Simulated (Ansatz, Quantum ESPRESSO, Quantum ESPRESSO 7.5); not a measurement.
## vacuum gap of 6.0 Å between two Ca(100) faces: ballistic transmission

Wanted: the transmission near the Fermi level and the conductance of this junction: vacuum gap of 6.0 Å between two Ca(100) faces.

Calculated with Quantum ESPRESSO 7.5; plane-wave DFT, PBE, GBRV ultrasoft pseudopotentials (cross-check by Ansatz 0.2.0 with PAW datasets).

## 1. Starting point

The cell holds 12 atoms: 12 Ca. Its edges and angles: a = 3.903 Å, b = 3.903 Å, c = 36.360 Å, α = 90.0°, β = 90.0°, γ = 90.0°. It derives from Ca. Regions: left lead, 6 atoms (6 Ca); right lead, 6 atoms (6 Ca). The structure is stacked along c, and the current runs across the ab planes.

## 2. Self-consistent run

One periodic cell holds a stretch of lead, the junction and more lead; the atoms stay as built.

Contents of scf.in:

```
&control
  prefix = 'scf'
  outdir = './out'
  pseudo_dir = './pseudo'
  calculation = 'scf'
  tprnfor = .true.
/
&system
  ibrav = 0
  nat = 12
  ntyp = 1
  ecutwfc = 40
  ecutrho = 200
  occupations = 'smearing'
  smearing = 'mv'
  degauss = 0.01
/
&electrons
  conv_thr = 1e-07
  mixing_beta = 0.25
  electron_maxstep = 120
  mixing_mode = 'local-TF'
/
ATOMIC_SPECIES
  Ca  40.0780  ca_pbe_v1.uspp.F.UPF
CELL_PARAMETERS angstrom
  3.90322943214974 0.00000000000000 0.00000000000000
  0.00000000000000 3.90322943214974 0.00000000000000
  0.00000000000000 0.00000000000000 36.36000000000000
ATOMIC_POSITIONS crystal
  Ca  0.000000000000 0.000000000000 0.000000000000
  Ca  0.500000000000 0.500000000000 0.075907590759
  Ca  0.000000000000 0.000000000000 0.151815181518
  Ca  0.500000000000 0.500000000000 0.227722772277
  Ca  0.000000000000 0.000000000000 0.303630363036
  Ca  0.500000000000 0.500000000000 0.379537953795
  Ca  0.000000000000 0.000000000000 0.544554455446
  Ca  0.500000000000 0.500000000000 0.620462046205
  Ca  0.000000000000 0.000000000000 0.696369636964
  Ca  0.500000000000 0.500000000000 0.772277227723
  Ca  0.000000000000 0.000000000000 0.848184818482
  Ca  0.500000000000 0.500000000000 0.924092409241
K_POINTS automatic
  6 6 1 0 0 0
```

Command:

```console
$ OMP_NUM_THREADS=1 mpirun -n 2 pw.x -nk 2 -in scf.in > scf.out
```

The program printed:

```text
Program PWSCF v.7.5 starts
[citation notice left out]

     Parallel version (MPI & OpenMP), running on       2 processor cores
     Number of MPI processes:                 2
     Threads/MPI process:                     1

     MPI processes distributed on     1 nodes
[...]
Current dimensions of program PWSCF are:
     Max number of different atomic species (ntypx) = 10
     Max number of k-points (npk) =  40000
     Max angular momentum in pseudopotentials (lmaxx) =  4
     Message from routine setup:
     using ibrav=0 with symmetry is DISCOURAGED, use correct ibrav instead

     K-points division:     npool     =       2
     Subspace diagonalization in iterative solution of the eigenvalue problem:
     a serial algorithm will be used

     G-vector sticks info
     --------------------
     sticks:   dense  smooth     PW     G-vecs:    dense   smooth      PW
     Sum         869     681    213               178793   127509   20987

     Using Slab Decomposition

     bravais-lattice index     =            0
     lattice parameter (alat)  =       7.3760  a.u.
     unit-cell volume          =    3738.2525 (a.u.)^3
     number of atoms/cell      =           12
     number of atomic types    =            1
     number of electrons       =       120.00
     number of Kohn-Sham states=           72
     kinetic-energy cutoff     =      40.0000  Ry
     charge density cutoff     =     200.0000  Ry
     scf convergence threshold =      1.0E-07
     mixing beta               =       0.2500
     number of iterations used =            8  local-TF  mixing
     Exchange-correlation= SLA  PW   PBE  PBE
                           (   1   4   3   4   0   0   0)

     celldm(1)=   7.376035  celldm(2)=   0.000000  celldm(3)=   0.000000
     celldm(4)=   0.000000  celldm(5)=   0.000000  celldm(6)=   0.000000

     crystal axes: (cart. coord. in units of alat)
               a(1) = (   1.000000   0.000000   0.000000 )
               a(2) = (   0.000000   1.000000   0.000000 )
               a(3) = (   0.000000   0.000000   9.315363 )

     reciprocal axes: (cart. coord. in units 2 pi/alat)
               b(1) = (  1.000000  0.000000  0.000000 )
               b(2) = (  0.000000  1.000000  0.000000 )
               b(3) = (  0.000000  0.000000  0.107350 )

     PseudoPot. # 1 for Ca read from file:
     ./pseudo/ca_pbe_v1.uspp.F.UPF
     Pseudo is Ultrasoft + core correction, Zval = 10.0
     Generated by new atomic code, or converted to UPF format
     Using radial grid of  845 points,  6 beta functions with:
                l(1) =   0
                l(2) =   0
                l(3) =   1
                l(4) =   1
                l(5) =   2
                l(6) =   2
     Q(r) pseudized with  8 coefficients,  rinner =    1.500   1.500   1.500
                                                       1.500   1.500

     atomic species   valence    mass     pseudopotential
     Ca               10.00    40.07800     Ca( 1.00)

      8 Sym. Ops. (no inversion) found

   Cartesian axes

     site n.     atom                  positions (alat units)
         1        Ca     tau(   1) = (   0.0000000   0.0000000   0.0000000  )
         2        Ca     tau(   2) = (   0.5000000   0.5000000   0.7071068  )
         3        Ca     tau(   3) = (   0.0000000   0.0000000   1.4142136  )
         4        Ca     tau(   4) = (   0.5000000   0.5000000   2.1213203  )
         5        Ca     tau(   5) = (   0.0000000   0.0000000   2.8284271  )
         6        Ca     tau(   6) = (   0.5000000   0.5000000   3.5355339  )
         7        Ca     tau(   7) = (   0.0000000   0.0000000   5.0727226  )
         8        Ca     tau(   8) = (   0.5000000   0.5000000   5.7798293  )
         9        Ca     tau(   9) = (   0.0000000   0.0000000   6.4869361  )
        10        Ca     tau(  10) = (   0.5000000   0.5000000   7.1940429  )
        11        Ca     tau(  11) = (   0.0000000   0.0000000   7.9011497  )
        12        Ca     tau(  12) = (   0.5000000   0.5000000   8.6082565  )

     number of k points=    10  Marzari-Vanderbilt smearing, width (Ry)=  0.0100
                       cart. coord. in units 2pi/alat
        k(    1) = (   0.0000000   0.0000000   0.0000000), wk =   0.0555556
        k(    2) = (   0.0000000   0.1666667   0.0000000), wk =   0.2222222
        k(    3) = (   0.0000000   0.3333333   0.0000000), wk =   0.2222222
        k(    4) = (   0.0000000  -0.5000000   0.0000000), wk =   0.1111111
        k(    5) = (   0.1666667   0.1666667   0.0000000), wk =   0.2222222
        k(    6) = (   0.1666667   0.3333333   0.0000000), wk =   0.4444444
        k(    7) = (   0.1666667  -0.5000000   0.0000000), wk =   0.2222222
        k(    8) = (   0.3333333   0.3333333   0.0000000), wk =   0.2222222
        k(    9) = (   0.3333333  -0.5000000   0.0000000), wk =   0.2222222
        k(   10) = (  -0.5000000  -0.5000000   0.0000000), wk =   0.0555556

     Dense  grid:   178793 G-vectors     FFT dimensions: (  36,  36, 320)

     Smooth grid:   127509 G-vectors     FFT dimensions: (  30,  30, 288)

     Estimated max dynamical RAM per process >     562.98 MB

     Estimated total dynamical RAM >       1.06 GB

     Check: negative core charge=   -0.000001

     Initial potential from superposition of free atoms

     starting charge     119.9345, renormalised to     120.0000
     Starting wfcs are  120 randomized atomic wfcs

     total cpu time spent up to now is       13.6 secs

     per-process dynamical memory:   238.2 Mb

     Self-consistent Calculation

     iteration #  1     ecut=    40.00 Ry     beta= 0.25
     Davidson diagonalization with overlap
     ethr =  1.00E-02,  avg # of iterations =  3.1

     total cpu time spent up to now is       37.9 secs

     total energy              =    -898.99833856 Ry
     estimated scf accuracy    <       1.99764410 Ry

     iteration #  2     ecut=    40.00 Ry     beta= 0.25
[...]
total energy              =    -898.97399507 Ry
     estimated scf accuracy    <       1.47691667 Ry

     iteration #  3     ecut=    40.00 Ry     beta= 0.25
[...]
total energy              =    -899.01486782 Ry
     estimated scf accuracy    <       0.05914653 Ry

     iteration #  4     ecut=    40.00 Ry     beta= 0.25
[...]
total energy              =    -899.03530556 Ry
     estimated scf accuracy    <       0.04098820 Ry

     iteration #  5     ecut=    40.00 Ry     beta= 0.25
[...]
total energy              =    -899.03469173 Ry
     estimated scf accuracy    <       0.00109551 Ry

     iteration # 11     ecut=    40.00 Ry     beta= 0.25
[...]
total energy              =    -899.03469184 Ry
     estimated scf accuracy    <       0.00036858 Ry

     iteration # 12     ecut=    40.00 Ry     beta= 0.25
[...]
total energy              =    -899.03469738 Ry
     estimated scf accuracy    <       0.00003166 Ry

     iteration # 13     ecut=    40.00 Ry     beta= 0.25
[...]
total energy              =    -899.03469974 Ry
     estimated scf accuracy    <       0.00000284 Ry

     iteration # 14     ecut=    40.00 Ry     beta= 0.25
[...]
total energy              =    -899.03469998 Ry
     estimated scf accuracy    <       0.00000275 Ry

     iteration # 15     ecut=    40.00 Ry     beta= 0.25
[...]
total energy              =    -899.03470013 Ry
     estimated scf accuracy    <       0.00000053 Ry

     iteration # 16     ecut=    40.00 Ry     beta= 0.25
[...]
total energy              =    -899.03470018 Ry
     estimated scf accuracy    <       0.00000012 Ry

     iteration # 17     ecut=    40.00 Ry     beta= 0.25
[...]
End of self-consistent calculation

          k = 0.0000 0.0000 0.0000 ( 16123 PWs)   bands (ev):

   -38.2309 -38.2309 -37.6352 -37.6350 -37.6328 -37.6282 -37.6251 -37.6221
   -37.6174 -37.6160 -37.6041 -37.6041 -19.2425 -19.2424 -19.1437 -19.1437
   -19.1437 -19.1437 -18.6757 -18.6680 -18.6573 -18.6387 -18.6170 -18.5976
   -18.5976 -18.5958 -18.5950 -18.5950 -18.5901 -18.5901 -18.5811 -18.5811
   -18.5786 -18.5731 -18.5731 -18.5669 -18.5650 -18.5650 -18.5556 -18.5556
   -18.5554 -18.5503 -18.5503 -18.5490 -18.5468 -18.5468 -18.5463 -18.5463
     0.3978   0.4968   0.6507   0.8949   1.1588   1.5398   1.8712   2.3614
     2.6980   3.2329   3.4839   3.8479   4.4666   4.9765   5.0076   5.0759
     5.1892   5.3361   5.4294   5.5240   5.5298   5.7344   5.7967   5.8329

          k = 0.0000 0.1667 0.0000 ( 16049 PWs)   bands (ev):

   -38.2298 -38.2298 -37.6332 -37.6332 -37.6308 -37.6266 -37.6240 -37.6215
   -37.6171 -37.6159 -37.6031 -37.6031 -19.2407 -19.2406 -19.1617 -19.1617
   -19.1421 -19.1421 -18.6665 -18.6625 -18.6573 -18.6465 -18.6327 -18.6192
   -18.6104 -18.6090 -18.6008 -18.5972 -18.5928 -18.5907 -18.5886 -18.5864
   -18.5830 -18.5784 -18.5752 -18.5715 -18.5702 -18.5659 -18.5656 -18.5645
   -18.5605 -18.5559 -18.5550 -18.5525 -18.5517 -18.5512 -18.5472 -18.5470
     0.7111   0.8071   0.9565   1.1937   1.4508   1.8219   2.1454   2.6256
     2.9535   3.4863   3.7244   4.0988   4.6201   4.9347   4.9620   5.0079
     5.1106   5.2425   5.3650   5.4138   5.4626   5.5892   5.7449   5.7579

          k = 0.0000 0.3333 0.0000 ( 15977 PWs)   bands (ev):

   -38.2276 -38.2276 -37.6293 -37.6293 -37.6260 -37.6230 -37.6216 -37.6205
   -37.6170 -37.6165 -37.6012 -37.6012 -19.2370 -19.2370 -19.1976 -19.1976
   -19.1391 -19.1391 -18.6712 -18.6700 -18.6654 -18.6634 -18.6552 -18.6545
   -18.6399 -18.6391 -18.6256 -18.6232 -18.6144 -18.6037 -18.5931 -18.5823
   -18.5811 -18.5803 -18.5777 -18.5723 -18.5720 -18.5716 -18.5685 -18.5669
   -18.5650 -18.5645 -18.5631 -18.5619 -18.5586 -18.5561 -18.5478 -18.5478
     1.5980   1.6828   1.8156   2.0259   2.2563   2.5837   2.8743   3.2980
     3.5934   4.0832   4.2153   4.2377   4.3378   4.3702   4.4942   4.6418
     4.7955   4.8231   4.9938   5.0032   5.2079   5.3726   5.4684   5.4759

          k = 0.0000-0.5000 0.0000 ( 15890 PWs)   bands (ev):

   -38.2265 -38.2264 -37.6273 -37.6273 -37.6217 -37.6217 -37.6199 -37.6199
   -37.6179 -37.6179 -37.6003 -37.6003 -19.2352 -19.2352 -19.2154 -19.2154
   -19.1376 -19.1376 -18.6845 -18.6845 -18.6782 -18.6782 -18.6689 -18.6689
   -18.6546 -18.6546 -18.6395 -18.6395 -18.5998 -18.5998 -18.5895 -18.5895
   -18.5801 -18.5801 -18.5719 -18.5719 -18.5717 -18.5717 -18.5682 -18.5682
   -18.5676 -18.5676 -18.5660 -18.5660 -18.5640 -18.5640 -18.5481 -18.5481
     2.8952   2.8952   2.9539   2.9539   3.0469   3.0469   3.1815   3.1815
     3.3169   3.3169   3.4559   3.4560   4.2623   4.2623   4.4237   4.4237
     4.6026   4.6027   4.8811   4.8811   5.0294   5.0294   5.2777   5.2777

          k = 0.1667 0.1667 0.0000 ( 16009 PWs)   bands (ev):

   -38.2287 -38.2287 -37.6315 -37.6315 -37.6289 -37.6251 -37.6228 -37.6207
   -37.6166 -37.6157 -37.6022 -37.6021 -19.2388 -19.2387 -19.1606 -19.1606
   -19.1596 -19.1595 -18.6580 -18.6560 -18.6536 -18.6464 -18.6356 -18.6235
   -18.6175 -18.6145 -18.6123 -18.6088 -18.6013 -18.5988 -18.5965 -18.5918
   -18.5898 -18.5875 -18.5820 -18.5806 -18.5721 -18.5710 -18.5703 -18.5680
   -18.5644 -18.5618 -18.5610 -18.5599 -18.5572 -18.5571 -18.5542 -18.5538
     1.0166   1.1101   1.2557   1.4870   1.7383   2.0999   2.4158   2.8833
     3.2006   3.7199   3.9375   4.3004   4.7469   5.0187   5.0412   5.0923
     5.1780   5.2655   5.2864   5.3489   5.4236   5.5724   5.5877   5.5996

          k = 0.1667 0.3333 0.0000 ( 15969 PWs)   bands (ev):

   -38.2265 -38.2265 -37.6280 -37.6280 -37.6243 -37.6216 -37.6204 -37.6195
   -37.6162 -37.6159 -37.6002 -37.6002 -19.2351 -19.2351 -19.1957 -19.1956
   -19.1567 -19.1567 -18.6631 -18.6617 -18.6589 -18.6565 -18.6513 -18.6502
   -18.6401 -18.6367 -18.6284 -18.6262 -18.6212 -18.6126 -18.6035 -18.5970
   -18.5932 -18.5915 -18.5861 -18.5848 -18.5807 -18.5767 -18.5745 -18.5742
   -18.5712 -18.5699 -18.5687 -18.5682 -18.5660 -18.5648 -18.5619 -18.5617
     1.8769   1.9609   2.0927   2.3003   2.5284   2.8490   3.1344   3.5420
     3.8270   4.2846   4.3527   4.3916   4.4953   4.5080   4.6259   4.7645
     4.9264   4.9409   5.0189   5.0810   5.2410   5.3740   5.4113   5.4125

[...]
the Fermi energy is     4.4052 ev

!    total energy              =    -899.03470019 Ry
     estimated scf accuracy    <       0.00000001 Ry
     smearing contrib. (-TS)   =      -0.00277369 Ry
     internal energy E=F+TS    =    -899.03192650 Ry

     The total energy is F=E-TS. E is the sum of the following terms:
     one-electron contribution =    -788.85692088 Ry
     hartree contribution      =     395.49220987 Ry
     xc contribution           =    -141.27942308 Ry
     ewald contribution        =    -364.38779242 Ry

     convergence has been achieved in  17 iterations

     Forces acting on atoms (cartesian axes, Ry/au):

     atom    1 type  1   force =     0.00000000    0.00000000   -0.00024075
     atom    2 type  1   force =     0.00000000    0.00000000   -0.00007116
     atom    3 type  1   force =     0.00000000    0.00000000    0.00035350
     atom    4 type  1   force =     0.00000000    0.00000000   -0.00070247
     atom    5 type  1   force =     0.00000000    0.00000000    0.00284838
     atom    6 type  1   force =     0.00000000    0.00000000    0.00179385
     atom    7 type  1   force =     0.00000000    0.00000000   -0.00179329
     atom    8 type  1   force =     0.00000000    0.00000000   -0.00285618
     atom    9 type  1   force =     0.00000000    0.00000000    0.00069818
     atom   10 type  1   force =     0.00000000    0.00000000   -0.00035244
     atom   11 type  1   force =     0.00000000    0.00000000    0.00007179
     atom   12 type  1   force =     0.00000000    0.00000000    0.00025057

     Total force =     0.004906     Total SCF correction =     0.000313

[...]
=------------------------------------------------------------------------------=
   JOB DONE.
=------------------------------------------------------------------------------=
```

It took 6.7 min on 2 MPI ranks of Arm Neoverse N1, shared host; peak memory 1.1 GiB.

This step gave:

| Property | Result |
| --- | --- |
| free energy | -12231.9902 eV |
| Fermi energy | 4.405 eV |

The program's own clock; routines nest. Time by routine:

```tsv
routine	wall time (s)	calls
PWSCF	402.8	1
electrons	384.5	1
c_bands	314.2	17
cegterg	287.2	85
h_psi	195.8	366
fftw	148.3	33872
vloc_psi	135.4	366
sum_band	51.04	17
calbec	44.88	471
h_psi:calbec	29.4	366
add_vuspsi	29.36	366
s_psi	29.25	366
init_run	13.52	1
wfcinit	12.23	1
```

The run needed 17 iterations to bring the estimated error under 1e-07 Ry; the largest force on any atom, held or free, is 0.07 eV/Å.

[end of part 1 of 3]

[Logs are printed without paths, hosts, clocks, repeated set-up lines and the standing remarks that a program may print on its own settings, such as how far it seeks lower states.]

[Hosts, paths, dates, database ids (printed as entryN), source tags and the programs' standing remarks are cut or masked in the printed files.]

[Maps of the electrostatic potential energy from Ansatz leave out the sawtooth potential of an applied field or a dipole correction, so their vacuum need not be flat; planar profiles and work functions include it.]
